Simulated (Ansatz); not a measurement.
# Work function of Fe(110): what the settings cost and change, part 2 of 2

How far do functional and pseudopotentials move the work function of Fe(110), and at what cost?

Ansatz 0.2.0; plane-wave DFT, PBE, Ansatz PAW (the session's first sound run).

So far, work function, upper face (eV): step 2 (slab, setting PBE, Ansatz PAW (420 eV)) 4.74; step 3 (LDA) 5.08; step 4 (PBEsol) 4.85.

**5. Run**

This step: plane-wave DFT, RPBE, Ansatz PAW (Ansatz 0.2.0).

File input.yaml:

```yaml
crystal:
  lattice:
    - [2.029396462, -1.435, 0.0]
    - [2.029396462, 1.435, 0.0]
    - [0.0, 0.0, 30.176378772]
  atoms:
    - { symbol: Fe, position: [0.0, 0.0, 0.2982465215], spin: 2.5 }
    - { symbol: Fe, position: [0.5, 0.5, 0.365497681], spin: 2.5 }
    - { symbol: Fe, position: [0.0, 0.0, 0.4327488405], spin: 2.5 }
    - { symbol: Fe, position: [0.5, 0.5, 0.5], spin: 2.5 }
    - { symbol: Fe, position: [0.0, 0.0, 0.5672511595], spin: 2.5 }
    - { symbol: Fe, position: [0.5, 0.5, 0.634502319], spin: 2.5 }
    - { symbol: Fe, position: [0.0, 0.0, 0.7017534785], spin: 2.5 }
magnetization:
  spin_polarized: true
kpoints:
  mp_grid: { grid: [17, 17, 1] }
hamiltonian:
  xc: rpbe
scf:
  occupations: { method: fermi_dirac, width: 0.1 }
  convergence: { dr2_threshold: 1.0e-09 }
efield:
  axis: 3
  dipole_correction: true
  ramp_position: 0.97
  ramp_width: 0.06
output:
  write_potential: true
  write_density: true
  volumetric_format: npy
```

Run with:

```sh
ansatz run input.yaml --threads 4 --pin off --max-ram 6144MiB --backend cpu --events-out ev --progress --plain --runs-dir out
```

The program printed:

```text
[...]
Crystal: 7 atoms, lattice volume = 175.758 Å³
Basis set: ecut = 420 eV, 3403 PW (Γ)
Bands: 78, of which v1, the nominal top of the filled ones, is band 56 counted from 1 (55 counted from 0)
Symmetry: 4 space group operations
k-points: 81 of 289
[...]
k-point 1 ↑: bands = [... 52 lower, 4.7342, 4.7370, 4.7664, 4.7903, 4.8376, 4.8718, 4.9226, 4.9305, ... 18 higher]
  k-point 2 ↑: bands = [... 52 lower, 4.6332, 4.6693, 4.7374, 4.7464, 4.7592, 4.8420, 4.8606, 4.9107, ... 18 higher]
  k-point 80 ↓: bands = [... 52 lower, 7.6552, 7.8901, 7.9680, 8.2968, 8.3591, 8.4065, 8.4673, 8.5192, ... 18 higher]
[key lines of the parts left out:]
SCF converged after 18 iterations
Magnetization: 16.9885 μB (64.4943 up, 47.5057 down)
Free energy (F): -31395.433097 eV
Fermi energy:    6.056917 eV
Dipole field:    D = -0.000023 V/Å  (p = -0.000022 e·Å, saw-weighted, corrected)
Work function:   Φ+ = 4.5738 eV   Φ− = 4.5731 eV
```

Wall time 3.7 min (4 threads of Intel Xeon Platinum 8488C (Sapphire Rapids), shared host); peak memory 2.3 GiB.

The work function is 4.574 eV, -0.164 eV from the run “PBE, Ansatz PAW (420 eV)”, at 0.87 times its CPU time.

**6. Run**

This step: plane-wave DFT, r2SCAN, Ansatz PAW (Ansatz 0.2.0).

input.yaml: that of step 5 with these lines changed.

```diff
@@ -18,3 +18,3 @@
 hamiltonian:
-  xc: rpbe
+  xc: r2scan
 scf:
```

The program printed:

```text
[...]
Crystal: 7 atoms, lattice volume = 175.758 Å³
Basis set: ecut = 500 eV, 4561 PW (Γ), exchange–correlation on 80×80×900 points (64 copies of the dense FFT grid, shifted against one another)
Bands: 78, of which v1, the nominal top of the filled ones, is band 56 counted from 1 (55 counted from 0)
[...]
k-point 1 ↑: bands = [... 52 lower, 3.7114, 3.7121, 3.8055, 3.8117, 3.8488, 3.9012, 3.9458, 3.9706, ... 18 higher]
  k-point 2 ↑: bands = [... 52 lower, 3.6152, 3.6510, 3.7305, 3.7607, 3.7910, 3.8547, 3.8794, 3.9505, ... 18 higher]
  k-point 80 ↓: bands = [... 52 lower, 8.1553, 8.2287, 8.3011, 8.7301, 8.8157, 8.8223, 8.8421, 8.9454, ... 18 higher]
[key lines of the parts left out:]
SCF converged after 27 iterations
Magnetization: 19.0821 μB (65.5410 up, 46.4590 down)
Free energy (F): -31399.506135 eV
Fermi energy:    5.881598 eV
Dipole field:    D = 0.000013 V/Å  (p = 0.000013 e·Å, saw-weighted, corrected)
Work function:   Φ+ = 4.8464 eV   Φ− = 4.8468 eV
```

Wall time 6 min (4 threads); peak memory 3.1 GiB; 21 min of CPU time.

The work function is 4.846 eV, +0.109 eV from the run “PBE, Ansatz PAW (420 eV)”, at 1.5 times its CPU time.

**7. Run**

This step: plane-wave DFT, PBE, JTH PAW (Ansatz 0.2.0).

input.yaml: that of step 6 with these lines changed.

```diff
@@ -18,3 +18,4 @@
 hamiltonian:
-  xc: r2scan
+  xc: pbe
+  pseudopotentials: { kind: paw, source: jth }
 scf:
```

The program printed:

```text
[...]
k-point 1 ↑: bands = [... 52 lower, 5.3737, 5.3784, 5.3982, 5.4239, 5.4814, 5.5050, 5.5562, 5.5573, ... 18 higher]
  k-point 2 ↑: bands = [... 52 lower, 5.2759, 5.3067, 5.3725, 5.3786, 5.3942, 5.4801, 5.4947, 5.5406, ... 18 higher]
  k-point 80 ↓: bands = [... 52 lower, 8.1773, 8.4359, 8.5114, 8.8325, 8.8922, 8.9356, 9.0017, 9.0513, ... 18 higher]
[key lines of the parts left out:]
SCF converged after 17 iterations
Magnetization: 16.7712 μB (64.3856 up, 47.6144 down)
Free energy (F): -31358.537890 eV
Fermi energy:    6.653053 eV
Dipole field:    D = -0.000003 V/Å  (p = -0.000003 e·Å, saw-weighted, corrected)
Work function:   Φ+ = 4.7442 eV   Φ− = 4.7441 eV
```

Elapsed: 6.8 min, on 4 threads; peak memory 5.3 GiB.

The work function is 4.744 eV, +0.007 eV from the run “PBE, Ansatz PAW (420 eV)”, at 1.8 times its CPU time.

**8. Slab**

This step: plane-wave DFT, PBE, norm-conserving (Ansatz 0.2.0).

input.yaml: that of step 7 with these lines changed.

```diff
@@ -19,3 +19,3 @@
   xc: pbe
-  pseudopotentials: { kind: paw, source: jth }
+  pseudopotentials: { kind: nc }
 scf:
```

The program printed:

```text
[...]
Crystal: 7 atoms, lattice volume = 175.758 Å³
Basis set: ecut = 1224.512381 eV, 17035 PW (Γ)
Bands: 78, of which v1, the nominal top of the filled ones, is band 56 counted from 1 (55 counted from 0)
Symmetry: 4 space group operations
k-points: 81 of 289
[...]
k-point 1 ↑: bands = [... 52 lower, 4.6320, 4.6427, 4.6535, 4.6804, 4.7406, 4.7631, 4.8128, 4.8165, ... 18 higher]
  k-point 2 ↑: bands = [... 52 lower, 4.5346, 4.5631, 4.6287, 4.6344, 4.6501, 4.7378, 4.7521, 4.7986, ... 18 higher]
  k-point 80 ↓: bands = [... 52 lower, 7.4278, 7.7047, 7.7817, 8.1064, 8.1668, 8.2132, 8.2770, 8.3136, ... 18 higher]
[key lines of the parts left out:]
SCF converged after 21 iterations
Magnetization: 16.7714 μB (64.3857 up, 47.6143 down)
Free energy (F): -24769.978732 eV
Fermi energy:    5.918964 eV
Dipole field:    D = -0.000001 V/Å  (p = -0.000001 e·Å, saw-weighted, corrected)
Work function:   Φ+ = 4.7440 eV   Φ− = 4.7440 eV
```

Run time: 5.6 min. Hardware: 4 threads; peak memory 5.2 GiB.

The work function is 4.744 eV, +0.006 eV from the run “PBE, Ansatz PAW (420 eV)”, at 1.5 times its CPU time.

**9. Slab**

This step: plane-wave DFT, LDA, norm-conserving (Ansatz 0.2.0).

input.yaml: that of step 8 with these lines changed.

```diff
@@ -18,3 +18,3 @@
 hamiltonian:
-  xc: pbe
+  xc: lda
   pseudopotentials: { kind: nc }
```

The program printed:

```text
[...]
Crystal: 7 atoms, lattice volume = 175.758 Å³
Basis set: ecut = 1224.512381 eV, 17035 PW (Γ)
Bands: 78, of which v1, the nominal top of the filled ones, is band 56 counted from 1 (55 counted from 0)
Symmetry: 4 space group operations
k-points: 81 of 289
[...]
k-point 1 ↑: bands = [... 52 lower, 4.3171, 4.3354, 4.3583, 4.3625, 4.4577, 4.4724, 4.5083, 4.5153, ... 18 higher]
  k-point 2 ↑: bands = [... 52 lower, 4.2254, 4.2594, 4.3113, 4.3267, 4.3416, 4.4471, 4.4573, 4.4843, ... 18 higher]
  k-point 80 ↓: bands = [... 52 lower, 6.9694, 7.3457, 7.4286, 7.7685, 7.8294, 7.8875, 7.9364, 7.9513, ... 18 higher]
[key lines of the parts left out:]
SCF converged after 17 iterations
Magnetization: 16.8630 μB (64.4315 up, 47.5685 down)
Free energy (F): -23853.611494 eV
Fermi energy:    5.568357 eV
Dipole field:    D = 0.000000 V/Å  (p = 0.000000 e·Å, saw-weighted, corrected)
Work function:   Φ+ = 5.0719 eV   Φ− = 5.0719 eV
```

It took 11 min on 4 threads; peak memory 5.3 GiB; 36 min of CPU time.

The work function is 5.072 eV, +0.334 eV from the run “PBE, Ansatz PAW (420 eV)”, at 2.5 times its CPU time.

**10. Run, setting PBE, all layers relaxed**

This step: plane-wave DFT, PBE, Ansatz PAW (Ansatz 0.2.0).

input.yaml: that of step 9 with these lines changed.

```diff
@@ -18,4 +18,3 @@
 hamiltonian:
-  xc: lda
-  pseudopotentials: { kind: nc }
+  xc: pbe
 scf:
@@ -28,2 +27,5 @@
   ramp_width: 0.06
+relax:
+  f_tol: 0.01
+  max_steps: 40
 output:
```

The program printed:

```text
[...]
Crystal: 7 atoms, lattice volume = 175.758 Å³
Basis set: ecut = 420 eV, 3403 PW (Γ), exchange–correlation on 36×36×432 points (8 copies of the dense FFT grid, shifted against one another)
Bands: 78, of which v1, the nominal top of the filled ones, is band 56 counted from 1 (55 counted from 0)
[...]
atoms:
    - { symbol: Fe, position: [0.0, 0.0, 0.303299] }
    - { symbol: Fe, position: [0.5, 0.5, 0.368634] }
    - { symbol: Fe, position: [0.0, 0.0, 0.434587] }
    - { symbol: Fe, position: [0.5, 0.5, 0.500000] }
    - { symbol: Fe, position: [0.0, 0.0, 0.565413] }
    - { symbol: Fe, position: [0.5, 0.5, 0.631366] }
    - { symbol: Fe, position: [0.0, 0.0, 0.696701] }
[key lines of the parts left out:]
SCF converged after 12 iterations
Magnetization: 16.3908 μB (64.1954 up, 47.8046 down)
Free energy (F): -31361.692252 eV
Fermi energy:    5.914651 eV
Dipole field:    D = 0.000000 V/Å  (p = 0.000000 e·Å, saw-weighted, corrected)
Work function:   Φ+ = 4.7223 eV   Φ− = 4.7223 eV
```

It took 9.8 min on 4 threads; peak memory 1.8 GiB; 33 min of CPU time.

The relaxation took 4 steps and lowered the energy by 0.039 eV; the largest force on the free atoms ends at 5.5e-4 eV/Å.

The work function is 4.722 eV, -0.015 eV from the run “PBE, Ansatz PAW (420 eV)”, at 2.4 times its CPU time.

**11. The series together**

Times are for 4 threads of Intel Xeon Platinum 8488C (Sapphire Rapids), shared host. Results by setting:

| no. | setting | work function, upper face (eV) | time | memory (GiB) |
| --- | --- | --- | --- | --- |
| 1 | PBE, Ansatz PAW (420 eV) | 4.738 | 4.1 min | 2.3 |
| 2 | LDA, Ansatz PAW (420 eV) | 5.083 | 4.8 min | 2.3 |
| 3 | PBEsol, Ansatz PAW (420 eV) | 4.847 | 3.4 min | 2.3 |
| 4 | RPBE, Ansatz PAW (420 eV) | 4.574 | 3.7 min | 2.3 |
| 5 | r2SCAN, Ansatz PAW (500 eV) | 4.846 | 6 min | 3.1 |
| 6 | PBE, JTH PAW (1320 eV) | 4.744 | 6.8 min | 5.3 |
| 7 | PBE, norm-conserving (1225 eV) | 4.744 | 5.6 min | 5.2 |
| 8 | LDA, norm-conserving (1225 eV) | 5.072 | 11 min | 5.3 |
| 9 | PBE, all layers relaxed | 4.722 | 9.8 min | 1.8 |

**12. Varying the input**

An input spoilt on purpose, to show how the run answers: it repeats the earlier run “PBE, Ansatz PAW (420 eV)” with efield.amplitude to 0 and efield.dipole_correction from true to false, and scf.max_iter set to 80; its output block differs too.

input.yaml: that of step 10 with these lines changed.

```diff
@@ -22,10 +22,9 @@
   convergence: { dr2_threshold: 1.0e-09 }
+  max_iter: 80
 efield:
   axis: 3
-  dipole_correction: true
+  dipole_correction: false
   ramp_position: 0.97
   ramp_width: 0.06
-relax:
-  f_tol: 0.01
-  max_steps: 40
+  amplitude: 0
 output:
```

The program printed:

```text
Error: invalid value for `efield.amplitude`: is zero with dipole_correction: false — the section would apply nothing; set a non-zero amplitude, enable dipole_correction, or remove the block
```

It took 0.05 s on 4 threads; peak memory 0.043 GiB.

The program refused the input before any cycle.

The program's message: “Error: invalid value for `efield.amplitude`: is zero with dipole_correction: false — the section would apply nothing; set a non-zero amplitude, enable dipole_correction, or remove the block”

The fault put into the input: a field block that applies nothing.

**13. Results**

| Quantity | Value |
| --- | --- |
| work function, PBE, Ansatz PAW (420 eV) | 4.738 eV |
| work function, LDA, Ansatz PAW (420 eV) | 5.083 eV |
| work function, RPBE, Ansatz PAW (420 eV) | 4.574 eV |
| work function, r2SCAN, Ansatz PAW (500 eV) | 4.846 eV |
| work function, PBE, all layers relaxed | 4.722 eV |

**Reading.** PBE on the default files gives 4.74 eV, and the settings tried spread the value from 4.57 to 5.08 eV. At one geometry LDA lies 0.34 eV above PBE. The choice of pseudopotentials moves the PBE value by 0.007 eV. Relaxing the layers changes it by -0.015 eV. The ladder's slabs use the tabulated experimental lattice constant (two decimals; a low-temperature value for the alkali metals). The magnetic order is the one reached from the typed start; other orders were not compared.

Comparison with the measured values:

```
                                               quantity  measured  PBE, Ansatz PAW (420 eV)  LDA, Ansatz PAW (420 eV)  PBEsol, Ansatz PAW (420 eV)  RPBE, Ansatz PAW (420 eV)  r2SCAN, Ansatz PAW (500 eV)  LDA, norm-conserving (1225 eV)  PBE, all layers relaxed
work function (clean (110) face, a compiled value) (eV)      5.12           4.74 (-0.38 eV)           5.08 (-0.04 eV)              4.85 (-0.27 eV)            4.57 (-0.55 eV)              4.85 (-0.27 eV)                 5.07 (-0.05 eV)          4.72 (-0.40 eV)
```

Measured values from arxiv:1902.07811 (2019).

Verdict: For the work function, of the levels listed nearest comes LDA, Ansatz PAW (420 eV) (-0.04 eV, good agreement) and farthest RPBE, Ansatz PAW (420 eV) (-0.55 eV, a clear miss).

[Long decimals in the printed logs are rounded to 6 places.]

[Logs are printed without paths, hosts, clocks, repeated set-up lines and the standing remarks that a program may print on its own settings, such as how far it seeks lower states.]

[Hosts, paths, dates, database ids (printed as entryN), source tags and the programs' standing remarks are cut or masked in the printed files.]

[Maps of the electrostatic potential energy from Ansatz leave out the sawtooth potential of an applied field or a dipole correction, so their vacuum need not be flat; planar profiles and work functions include it.]
